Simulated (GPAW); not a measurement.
**CuSe2 (Pnnm): the Se K absorption edge**

What does one-electron theory with a core hole give for the Se K edge of CuSe2 (Pnnm)?

Main program and level: GPAW 26.7.0; X-ray absorption from dipole matrix elements to empty bands, plane-wave PAW LDA.

### 1. Starting point

The structure is orthorhombic, space group Pnnm (No. 58). Conventional cell: a = 5.025 Å, b = 6.194 Å, c = 3.745 Å, α = 90.00°, β = 90.00°, γ = 90.00°. Nearest to Se lie 1 Se at 2.33 Å and 3 Cu at 2.56 Å. Nearest to Cu lie 6 Se at 2.56 Å. Farther neighbours and most contacts between anions are not listed.

As a file:

```xyz
6
Lattice="5.0252 0.0000 0.0000 0.0000 6.1941 0.0000 0.0000 0.0000 3.7447" Properties=species:S:1:pos:R:3 pbc="T T T"
Se    3.4347    0.7129    1.8723
Se    1.5905    5.4812    1.8723
Se    0.9221    2.3841    0.0000
Se    4.1031    3.8100    0.0000
Cu    2.5126    3.0970    1.8723
Cu    0.0000    0.0000    0.0000
```

### 2. Ground state of the crystal

The ground state comes first: it tells whether the system has a gap, which decides how the excited electron is treated.

Contents of scf.py:

```python
import numpy as np
from ase import Atoms
from ase.parallel import parprint, paropen
from gpaw import GPAW, PW, FermiDirac, Mixer, MixerDif, setup_paths
from gpaw.test import gen
setup_paths.insert(0, '.')
gen('Se', name='nch1s', xcname='LDA', corehole=(1, 0, 0), write_xml=True)
from gpaw.mpi import world
world.barrier()

atoms = Atoms('Se4Cu2',
    cell=[[5.0252, 0, 0],
     [0, 6.1941, 0],
     [0, 0, 3.7447]],
    scaled_positions=[[0.6835, 0.1151, 0.5],
     [0.3165, 0.8849, 0.5],
     [0.1835, 0.3849, 0],
     [0.8165, 0.6151, 0],
     [0.5, 0.5, 0.5],
     [0, 0, 0]],
    pbc=True)
atoms.calc = calc = GPAW(legacy_gpaw=True, mode=PW(430), xc='LDA', setups={0: 'nch1s'},
    kpts={'size': (5, 4, 7), 'gamma': True}, occupations=FermiDirac(0.05),
    charge=0, mixer=Mixer(0.1, 5, 50), maxiter=150,
    convergence={'density': 0.0001}, txt='scf.txt')
energy = atoms.get_potential_energy() + calc.get_reference_energy()
ef = calc.get_fermi_level()
out = dict(energy=energy, fermi=ef, forces=atoms.get_forces().tolist())
parprint(f'all-electron energy {energy:.4f} eV, Fermi level {ef:.4f} eV')
ev = np.array([[calc.get_eigenvalues(k, s) for k in range(len(calc.get_ibz_k_points()))] for s in range(calc.get_number_of_spins())])
out['homo'], out['lumo'], out['counts'] = ev[ev < ef].max(), ev[ev > ef].min(), sorted(set((ev < ef).sum((0, 2)).tolist()))
out['filled'] = (ev[:, 0] < ef).sum(1).tolist()
import json
with paropen('out.json', 'w') as f:
    json.dump(out, f)
```

On the command line:

```bash
OMP_NUM_THREADS=1 mpirun -n 4 gpaw python scf.py
```

Numbers of over 12 decimals in the logs are rounded to 6 here.

Output:

```text
Input parameters:
  convergence: {density: 0.0001}
  kpts: {gamma: True,
         size: (5, 4, 7)}
  maxiter: 150
  mixer: {backend: pulay,
          beta: 0.1,
          method: separate,
          nmaxold: 5,
          weight: 50}
  mode: {ecut: 430.0,
         name: pw}
  occupations: {fixmagmom: False,
                name: fermi-dirac,
                width: 0.05}
  setups: {0: nch1s}

Initialize ...

[... PAW data sets ...]

Reference energy: -353970.888651  # eV

Spin-paired calculation

[... convergence settings ...]
Symmetries present (total): 2
  [... symmetry matrices ...]

140 k-points: 5 x 4 x 7 Monkhorst-Pack grid + [0.000000,1/8,0.000000]
44 k-points in the irreducible part of the Brillouin zone
       k-points in crystal coordinates                weights
   0:     0.00000000    0.00000000    0.00000000          1/140
   1:     0.00000000    0.00000000    0.14285714          2/140
   2:     0.00000000    0.00000000    0.28571429          2/140
   3:     0.00000000    0.00000000    0.42857143          2/140
   4:     0.00000000    0.25000000    0.00000000          2/140
   5:     0.00000000    0.25000000    0.14285714          4/140
   6:     0.00000000    0.25000000    0.28571429          4/140
   7:     0.00000000    0.25000000    0.42857143          4/140
   8:     0.00000000    0.50000000    0.00000000          1/140
   9:     0.00000000    0.50000000    0.14285714          2/140
          ...
  43:     0.40000000    0.50000000    0.42857143          4/140

Wave functions: Plane wave expansion
  Cutoff energy: 430.000 eV
  Number of coefficients (min, max): 2328, 2393
  Pulay-stress correction: 0.000000 eV/Ang^3 (de/decut=0.000000)
  Using FFTW library
  Wavefunction extrapolation:
    Improved wavefunction reuse through dual PAW basis

Occupation numbers: Fermi-Dirac:
  width: 0.0500  # eV

Eigensolver
   Davidson(niter=2)

Densities:
  Coarse grid: 25*30*18 grid
  Fine grid: 50*60*36 grid
  Total Charge: 0.000000

Density mixing:
  Method: separate
  Backend: pulay
  Linear mixing parameter: 0.1
  old densities: 5
  Width of damping distribution: 1.1
  Damping of long wavelength oscillations: 50

[... Hamiltonian set-up ...]
Number of atoms: 6
Number of atomic orbitals: 34
Number of bands in calculation: 32
Number of valence electrons: 46
Bands to converge: occupied

... initialized

Initializing position-dependent things.

Density initialized from atomic densities
Creating initial wave functions:
  32 bands from LCAO basis set

Positions:
   0 Se     3.434724    0.712941    1.872350    ( 0.0000,  0.0000,  0.0000)
   1 Se     1.590476    5.481159    1.872350    ( 0.0000,  0.0000,  0.0000)
   2 Se     0.922124    2.384109    0.000000    ( 0.0000,  0.0000,  0.0000)
   3 Se     4.103076    3.809991    0.000000    ( 0.0000,  0.0000,  0.0000)
   4 Cu     2.512600    3.097050    1.872350    ( 0.0000,  0.0000,  0.0000)
   5 Cu     0.000000    0.000000    0.000000    ( 0.0000,  0.0000,  0.0000)

Unit cell:
           periodic     x           y           z      points  spacing
  1. axis:    yes    5.025200    0.000000    0.000000    25     0.2010
  2. axis:    yes    0.000000    6.194100    0.000000    30     0.2065
  3. axis:    yes    0.000000    0.000000    3.744700    18     0.2080

  Lengths:   5.025200   6.194100   3.744700
  Angles:   90.000000  90.000000  90.000000

Effective grid spacing dv^(1/3) = 0.2052

iter:   1   -28.502568
iter:   2   -26.733078   -1.31  -1.24
iter:   3   -26.477704   -1.43  -1.35
iter:   4   -26.383558   -2.65  -1.46
iter:   5   -26.357698   -2.65  -1.73
iter:   6   -26.353067   -2.98  -2.35
iter:   7   -26.349591c  -3.82  -2.76
iter:   8   -26.349484c  -4.50  -3.00
iter:   9   -26.349632c  -4.49  -3.08
iter:  10   -26.349419c  -5.07  -3.48
iter:  11   -26.349408c  -5.56  -3.98
iter:  12   -26.349408c  -6.99  -4.01c
iter:  13   -26.349410c  -6.56  -4.01c
iter:  14   -26.349409c  -8.21c -4.09c

Converged after 14 iterations.

Dipole moment: (-0.000000, 0.000000, 0.000000) |e|*Ang

Energy contributions relative to reference atoms: (reference = -353970.888651)

Kinetic:         +2.720267
Potential:       -6.493803
External:        +0.000000
XC:             -22.600820
Entropy (-ST):   -0.022821
Local:           +0.036358
SIC:             +0.000000
--------------------------
Free energy:    -26.360820
Extrapolated:   -26.349409

Showing only first 2 kpts
 Kpt  Band  Eigenvalues  Occupancy
  0    21      7.33197    0.00000
  0    22      7.35097    0.00000
  0    23      7.65657    0.00000
  0    24      8.31483    0.00000

  1    21      6.77922    0.00655
  1    22      6.83997    0.00195
  1    23      7.16068    0.00000
  1    24      8.32282    0.00000

Fermi level: 6.49327

No gap
No difference between direct/indirect transitions

Forces in eV/Ang:
  0 Se    0.32570    0.12281    0.00000
  1 Se   -0.32570   -0.12281    0.00000
  2 Se    0.32579   -0.12286    0.00000
  3 Se   -0.32579    0.12286    0.00000
  4 Cu    0.00000   -0.00000    0.00000
  5 Cu   -0.00000    0.00000    0.00000
Scalar-relativistic atomic LDA calculation for Se (Selenium, Z=34)
Core hole in 1s state (1s occupation: 2.0)
600 radial gridpoints.
|------------------------------------------------|
|------------------------------------------------|
[... the atom generator's iteration count ...]

Energy contributions:
-------------------------
Kinetic:    +2473.673807
XC:           -84.568572
Potential:  -4815.191637
-------------------------
Total:      -2426.086403

state      eigenvalue         ekin         rmax
-----------------------------------------------
1s^2.0 :  -458.454063   585.610500        0.029
2s^2.0 :   -58.944272   113.958427        0.165
2p^6.0 :   -51.926385   111.024402        0.132
3s^2.0 :    -7.811225    26.858720        0.503
3p^6.0 :    -5.612216    24.321149        0.500
3d^10.0:    -1.962010    19.216000        0.451
4s^2.0 :    -0.642093     3.714776        1.502
4p^4.0 :    -0.244602     2.288913        1.798
-----------------------------------------------
(units: Bohr and Hartree)

Generating PAW setup
Kinetic energy of the core from tauc = 2487.595922257786
Cutoffs:
rc(s)=1.600
rc(p)=1.900
rc(d)=1.600
rc(vbar)=1.440
rc(comp)=1.600
rc(nct)=1.900

Kinetic energy of the core states: 2457.088603
Charge: 0.0
Core electrons: 28.0
Valence electrons: 6.0
Pseudo-core charge: 1.089569
Shape function alpha=3.906
Pseudo-electron charge 7.390631
state    eigenvalue         norm
--------------------------------
4s(2) :    -0.642093     1.095786
*s    :     0.357907
4p(4) :    -0.244602     1.027373
*p    :     0.755398
*d    :     0.000000
--------------------------------

Diagonalizing with gridspacing h=0.050

state   all-electron     PAW
-------------------------------
4s:      -0.642093    -0.642657
4p:      -0.244602    -0.244988
*d:                    0.040490
*f:                    0.073581
-------------------------------
all-electron energy -353997.2381 eV, Fermi level 6.4933 eV
```

Wall time 18 s (4 MPI ranks of Intel Xeon Platinum 8559C (Emerald Rapids), shared host); peak memory 0.21 GiB; 72 s of CPU time.

The mesh shows no gap, so the system is treated as a metal and the core electron is put at the Fermi level (neutral cell).

### 3. Spectrum without a core hole, Se atom 1

This cheap baseline ignores the attraction of the hole: it shows the absorber's empty states as they are in the ground state. The data set with a hole of occupation 0 only carries the core orbital.

The absorber has 1 Se at 2.33 Å and 3 Cu at 2.56 Å (distorted tetrahedral, site symmetry m).

Contents of xas.py:

```python
import numpy as np
from ase import Atoms
from ase.parallel import parprint, paropen
from gpaw import GPAW, PW, FermiDirac, Mixer, MixerDif, setup_paths
from gpaw.test import gen
setup_paths.insert(0, '.')
gen('Se', name='nch1s', xcname='LDA', corehole=(1, 0, 0), write_xml=True)
from gpaw.mpi import world
world.barrier()

atoms = Atoms('Se4Cu2',
    cell=[[5.0252, 0, 0],
     [0, 6.1941, 0],
     [0, 0, 3.7447]],
    scaled_positions=[[0.6835, 0.1151, 0.5],
     [0.3165, 0.8849, 0.5],
     [0.1835, 0.3849, 0],
     [0.8165, 0.6151, 0],
     [0.5, 0.5, 0.5],
     [0, 0, 0]],
    pbc=True)
atoms.calc = calc = GPAW(legacy_gpaw=True, mode=PW(430), xc='LDA', setups={0: 'nch1s'},
    kpts={'size': (7, 6, 9), 'gamma': True}, occupations=FermiDirac(0.1),
    charge=0, mixer=Mixer(0.1, 5, 50), maxiter=150,
    convergence={'density': 0.0001}, txt='scf.txt')
energy = atoms.get_potential_energy() + calc.get_reference_energy()
ef = calc.get_fermi_level()
out = dict(energy=energy, fermi=ef, forces=atoms.get_forces().tolist())
parprint(f'all-electron energy {energy:.4f} eV, Fermi level {ef:.4f} eV')
ev = np.array([[calc.get_eigenvalues(k, s) for k in range(len(calc.get_ibz_k_points()))] for s in range(calc.get_number_of_spins())])
out['homo'], out['lumo'], out['counts'] = ev[ev < ef].max(), ev[ev > ef].min(), sorted(set((ev < ef).sum((0, 2)).tolist()))
out['filled'] = (ev[:, 0] < ef).sum(1).tolist()

from ase.units import Ha
from gpaw.xas import dipole_matrix_elements
nb = int(calc.get_number_of_electrons() / 2) + 72
top, nb = nb, nb + 8 + nb // 12
nscf = calc.fixed_density(kpts={'size': (4, 3, 5), 'gamma': True}, nbands=nb,
    convergence={'bands': top, 'eigenstates': 1e-5}, maxiter=60, txt='nscf.txt')
cell = atoms.cell.array
ops = [cell.T @ U.T @ np.linalg.inv(cell.T) for U in nscf.wfs.kd.symmetry.op_scc]
E = np.arange(-25, 34, 0.1)
fwhm = np.interp(E, [4, 25], [2.33, 3.5])
Y, X, zero, highest = 0, 0, 1e9, 1e9
for spin in range(nscf.get_number_of_spins()):
    wfs = nscf.wfs
    A = dipole_matrix_elements(wfs.setups[0])
    eps = np.zeros((wfs.kd.nibzkpts, nb))
    d = np.zeros((3, A.shape[1], wfs.kd.nibzkpts, nb), complex)
    for kpt in wfs.kpt_u:
        if kpt.s == spin and 0 in kpt.P_ani:
            eps[kpt.k] = kpt.eps_n * Ha
            d[:, :, kpt.k] = (kpt.weight * wfs.nspins / 2) ** 0.5 * np.inner(A, kpt.P_ani[0])
    world.sum(eps)
    world.sum(d)
    T = np.einsum('amkn,bmkn->abkn', d, d.conj()).real
    T = sum(np.einsum('ai,ijkn,bj->abkn', R, T, R) for R in ops) / len(ops)
    empty = eps > ef
    zero, highest = min(zero, eps[empty].min()), min(highest, eps[:, top - 1].min())
    lines = [(eps, T, empty)] if spin == 0 else lines + [(eps, T, empty)]
for eps, T, empty in lines:
    f = np.einsum('aakn->akn', T).reshape(3, -1)
    x = eps.ravel() - zero
    w = np.interp(x, E, fwhm) / 2.35482
    g = np.exp(-0.5 * ((E[:, None] - x) / w) ** 2) / (w * (2 * np.pi) ** 0.5)
    Y = Y + (f * empty.ravel()) @ g.T
    X = X + (f * ~empty.ravel()) @ g.T
out.update(E=E.round(2).tolist(), xas=Y.tolist(), xes=X.tolist(), zero=zero, valid=highest - zero, nk=len(eps), nb=nb)
for i in range(0, len(E), 10):
    parprint(f'{E[i]:7.2f}', *(f'{v:10.3e}' for v in Y[:, i]))
import json
with paropen('out.json', 'w') as f:
    json.dump(out, f)
```

On the command line:

```bash
OMP_NUM_THREADS=1 mpirun -n 4 gpaw python xas.py
```

Output:

```text
Input parameters:
  convergence: {density: 0.0001}
  kpts: {gamma: True,
         size: (7, 6, 9)}
  maxiter: 150
  mixer: {backend: pulay,
          beta: 0.1,
          method: separate,
          nmaxold: 5,
          weight: 50}
  mode: {ecut: 430.0,
         name: pw}
  occupations: {fixmagmom: False,
                name: fermi-dirac,
                width: 0.1}
  setups: {0: nch1s}

Initialize ...

[...]
*p    :     0.755398
*d    :     0.000000
--------------------------------

Diagonalizing with gridspacing h=0.050

state   all-electron     PAW
-------------------------------
4s:      -0.642093    -0.642657
4p:      -0.244602    -0.244988
*d:                    0.040490
*f:                    0.073581
-------------------------------
all-electron energy -353997.2481 eV, Fermi level 6.5201 eV
[...]
32.00  8.603e-08  8.617e-08  1.003e-07
  33.00  9.515e-08  8.846e-08  1.105e-07
[key lines of the parts left out:]
Converged after 13 iterations.
Dipole moment: (-0.000000, 0.000000, 0.000000) |e|*Ang
Free energy:    -26.405315
Fermi level: 6.52007
```

Wall time 52 s (4 MPI ranks); peak memory 0.31 GiB.

The Se K spectrum, Se atom 1, no core hole (energy from the lowest empty level; intensity scaled to a mean of 1 over the first 20 eV; polarised curves are means over the symmetry-equivalent atoms):

| E (eV) | isotropic | ε ∥ x | ε ∥ y | ε ∥ z |
| --- | --- | --- | --- | --- |
| -2.0 | 0.05 | 0.03 | 0.05 | 0.06 |
| -1.5 | 0.13 | 0.09 | 0.13 | 0.18 |
| -1.0 | 0.30 | 0.23 | 0.29 | 0.39 |
| -0.5 | 0.57 | 0.48 | 0.55 | 0.69 |
| 0.0 | 0.91 | 0.87 | 0.89 | 0.97 |
| 0.5 | 1.27 | 1.43 | 1.27 | 1.11 |
| 1.0 | 1.58 | 2.06 | 1.62 | 1.06 |
| 1.5 | 1.75 | 2.56 | 1.84 | 0.86 |
| 2.0 | 1.71 | 2.68 | 1.81 | 0.65 |
| 2.5 | 1.45 | 2.33 | 1.52 | 0.50 |
| 3.0 | 1.12 | 1.74 | 1.15 | 0.47 |
| 3.5 | 0.88 | 1.22 | 0.88 | 0.53 |
| 4.0 | 0.77 | 0.90 | 0.77 | 0.63 |
| 4.5 | 0.75 | 0.76 | 0.77 | 0.72 |
| 5.0 | 0.76 | 0.70 | 0.80 | 0.78 |
| 5.5 | 0.77 | 0.69 | 0.82 | 0.80 |
| 6.0 | 0.80 | 0.72 | 0.84 | 0.84 |
| 6.5 | 0.86 | 0.79 | 0.89 | 0.90 |
| 7.0 | 0.94 | 0.89 | 0.96 | 0.98 |
| 7.5 | 1.02 | 0.98 | 1.03 | 1.04 |
| 8.0 | 1.08 | 1.04 | 1.11 | 1.09 |
| 8.5 | 1.14 | 1.07 | 1.19 | 1.15 |
| 9.0 | 1.19 | 1.10 | 1.26 | 1.21 |
| 9.5 | 1.25 | 1.12 | 1.32 | 1.30 |
| 10.0 | 1.29 | 1.14 | 1.35 | 1.38 |
| 10.5 | 1.30 | 1.16 | 1.32 | 1.41 |
| 11.0 | 1.27 | 1.18 | 1.25 | 1.39 |
| 11.5 | 1.22 | 1.18 | 1.17 | 1.30 |
| 12.0 | 1.14 | 1.17 | 1.07 | 1.17 |
| 12.5 | 1.06 | 1.14 | 0.99 | 1.05 |
| 13.0 | 0.99 | 1.10 | 0.93 | 0.93 |
| 13.5 | 0.92 | 1.02 | 0.87 | 0.85 |
| 14.0 | 0.85 | 0.94 | 0.83 | 0.78 |
| 14.5 | 0.79 | 0.84 | 0.79 | 0.73 |
| 15.0 | 0.74 | 0.76 | 0.76 | 0.70 |
| 15.5 | 0.71 | 0.71 | 0.73 | 0.68 |
| 16.0 | 0.69 | 0.69 | 0.71 | 0.67 |
| 16.5 | 0.69 | 0.69 | 0.70 | 0.68 |
| 17.0 | 0.70 | 0.69 | 0.70 | 0.70 |
| 17.5 | 0.71 | 0.69 | 0.71 | 0.73 |
| 18.0 | 0.73 | 0.70 | 0.72 | 0.76 |
| 18.5 | 0.74 | 0.71 | 0.72 | 0.78 |
| 19.0 | 0.74 | 0.72 | 0.73 | 0.79 |
| 19.5 | 0.75 | 0.73 | 0.73 | 0.78 |
| 20.0 | 0.75 | 0.73 | 0.74 | 0.77 |
| 20.5 | 0.74 | 0.73 | 0.74 | 0.75 |
| 21.0 | 0.73 | 0.73 | 0.75 | 0.73 |
| 21.5 | 0.73 | 0.72 | 0.76 | 0.71 |
| 22.0 | 0.73 | 0.72 | 0.76 | 0.71 |
| 22.5 | 0.74 | 0.72 | 0.76 | 0.72 |
| 23.0 | 0.75 | 0.74 | 0.76 | 0.75 |
| 23.5 | 0.76 | 0.76 | 0.75 | 0.78 |
| 24.0 | 0.78 | 0.79 | 0.75 | 0.81 |
| 24.5 | 0.80 | 0.81 | 0.75 | 0.84 |
| 25.0 | 0.82 | 0.84 | 0.76 | 0.85 |
| 25.5 | 0.83 | 0.86 | 0.77 | 0.86 |
| 26.0 | 0.84 | 0.87 | 0.79 | 0.86 |
| 26.5 | 0.85 | 0.87 | 0.81 | 0.86 |
| 27.0 | 0.84 | 0.86 | 0.82 | 0.84 |
| 27.5 | 0.82 | 0.84 | 0.83 | 0.80 |
| 28.0 | 0.79 | 0.80 | 0.82 | 0.76 |
| 28.5 | 0.76 | 0.75 | 0.80 | 0.73 |
| 29.0 | 0.73 | 0.71 | 0.78 | 0.70 |
| 29.5 | 0.71 | 0.69 | 0.77 | 0.69 |
| 30.0 | 0.71 | 0.67 | 0.76 | 0.70 |
| 30.5 | 0.73 | 0.68 | 0.76 | 0.74 |
| 31.0 | 0.76 | 0.71 | 0.77 | 0.79 |
| 31.5 | 0.79 | 0.74 | 0.78 | 0.86 |
| 32.0 | 0.83 | 0.79 | 0.79 | 0.92 |

Main maxima below 30 eV (height): 1.6 eV (1.77), 10.4 eV (1.30) and 26.4 eV (0.85). A K edge sees empty p states on the absorber.

The same matrix elements for filled bands give the Se K emission of Se atom 1 (ground-state approximation; energy from the lowest empty level, largest value 1):

```
E (eV)  emission
-24.00      0.00
-23.25      0.00
-22.50      0.00
-21.75      0.00
-21.00      0.00
-20.25      0.00
-19.50      0.00
-18.75      0.00
-18.00      0.00
-17.25      0.00
-16.50      0.01
-15.75      0.01
-15.00      0.02
-14.25      0.02
-13.50      0.01
-12.75      0.01
-12.00      0.01
-11.25      0.01
-10.50      0.00
 -9.75      0.00
 -9.00      0.01
 -8.25      0.04
 -7.50      0.15
 -6.75      0.38
 -6.00      0.64
 -5.25      0.84
 -4.50      0.97
 -3.75      1.00
 -3.00      0.91
 -2.25      0.79
 -1.50      0.70
 -0.75      0.59
  0.00      0.38
  0.75      0.17
  1.50      0.05
  2.25      0.01
  3.00      0.00
```

Emission maxima: -4.0 eV (1.00).

### 4. Reference energy of the supercell

The photon energy needs a difference of total energies, so the cell and mesh of the coming hole run are first run without a hole.

scf.py, as its differences from that of step 2:

```diff
@@ -10,15 +10,33 @@
 
-atoms = Atoms('Se4Cu2',
-    cell=[[5.0252, 0, 0],
-     [0, 6.1941, 0],
-     [0, 0, 3.7447]],
-    scaled_positions=[[0.6835, 0.1151, 0.5],
-     [0.3165, 0.8849, 0.5],
-     [0.1835, 0.3849, 0],
-     [0.8165, 0.6151, 0],
-     [0.5, 0.5, 0.5],
-     [0, 0, 0]],
+atoms = Atoms('Se16Cu8',
+    cell=[[-5.0252, 6.1941, 0],
+     [-5.0252, -6.1941, 0],
+     [5.0252, 0, 7.4894]],
+    scaled_positions=[[0.8408, 0.7257, 0.25],
+     [0.3408, 0.2257, 0.25],
+     [0.0908, 0.9757, 0.75],
+     [0.5908, 0.4757, 0.75],
+     [0.4092, 0.5243, 0.25],
+     [0.9092, 0.0243, 0.25],
+     [0.6592, 0.7743, 0.75],
+     [0.1592, 0.2743, 0.75],
+     [0.1007, 0.7158, 0],
+     [0.6007, 0.2158, 0],
+     [0.3507, 0.9658, 0.5],
+     [0.8507, 0.4658, 0.5],
+     [0.8993, 0.2842, 0],
+     [0.3993, 0.7842, 0],
+     [0.1493, 0.5342, 0.5],
+     [0.6493, 0.0342, 0.5],
+     [0.125, 0.625, 0.25],
+     [0.625, 0.125, 0.25],
+     [0.375, 0.875, 0.75],
+     [0.875, 0.375, 0.75],
+     [0, 0, 0],
+     [0.5, 0.5, 0],
+     [0.25, 0.25, 0.5],
+     [0.75, 0.75, 0.5]],
     pbc=True)
 atoms.calc = calc = GPAW(legacy_gpaw=True, mode=PW(430), xc='LDA', setups={0: 'nch1s'},
-    kpts={'size': (5, 4, 7), 'gamma': True}, occupations=FermiDirac(0.05),
+    kpts={'size': (3, 3, 3), 'gamma': True}, occupations=FermiDirac(0.1),
     charge=0, mixer=Mixer(0.1, 5, 50), maxiter=150,
```

On the command line:

```bash
OMP_NUM_THREADS=1 mpirun -n 4 gpaw python scf.py
```

Output:

```text
Input parameters:
  convergence: {density: 0.0001}
  kpts: {gamma: True,
         size: (3, 3, 3)}
  maxiter: 150
  mixer: {backend: pulay,
          beta: 0.1,
          method: separate,
          nmaxold: 5,
          weight: 50}
  mode: {ecut: 430.0,
         name: pw}
  occupations: {fixmagmom: False,
                name: fermi-dirac,
                width: 0.1}
  setups: {0: nch1s}

Initialize ...

[...]
4s(2) :    -0.642093     1.095786
*s    :     0.357907
4p(4) :    -0.244602     1.027373
*p    :     0.755398
*d    :     0.000000
--------------------------------

Diagonalizing with gridspacing h=0.050

state   all-electron     PAW
-------------------------------
4s:      -0.642093    -0.642657
4p:      -0.244602    -0.244988
*d:                    0.040490
*f:                    0.073581
-------------------------------
all-electron energy -1415989.0059 eV, Fermi level 6.5378 eV
[key lines of the parts left out:]
Converged after 16 iterations.
Dipole moment: (0.000000, 0.000000, 0.000000) |e|*Ang
Free energy:   -105.623811
Fermi level: 6.53784
```

Run time: 2.1 min. Hardware: 4 MPI ranks; peak memory 0.51 GiB.

Reference energy: -1415989.006 eV with the cores included.

(Continued in part 2 of 2.)

[Banner, clock and machine lines of the logs are left out without a mark of their own.]

[Logs are printed without paths, hosts, clocks, repeated set-up lines and the standing remarks that a program may print on its own settings, such as how far it seeks lower states.]

[Hosts, paths, dates, database ids (printed as entryN), source tags and the programs' standing remarks are cut or masked in the printed files.]

[Lists of maxima count a maximum above −3 eV only where it reaches 4 % of the highest in the window and stands out from its surroundings by 2 % of it (1.5 % where it reaches 55 %); shoulders and weaker maxima are passed over, and of the rest the first, up to two pre-edge ones and the few strongest are named.]
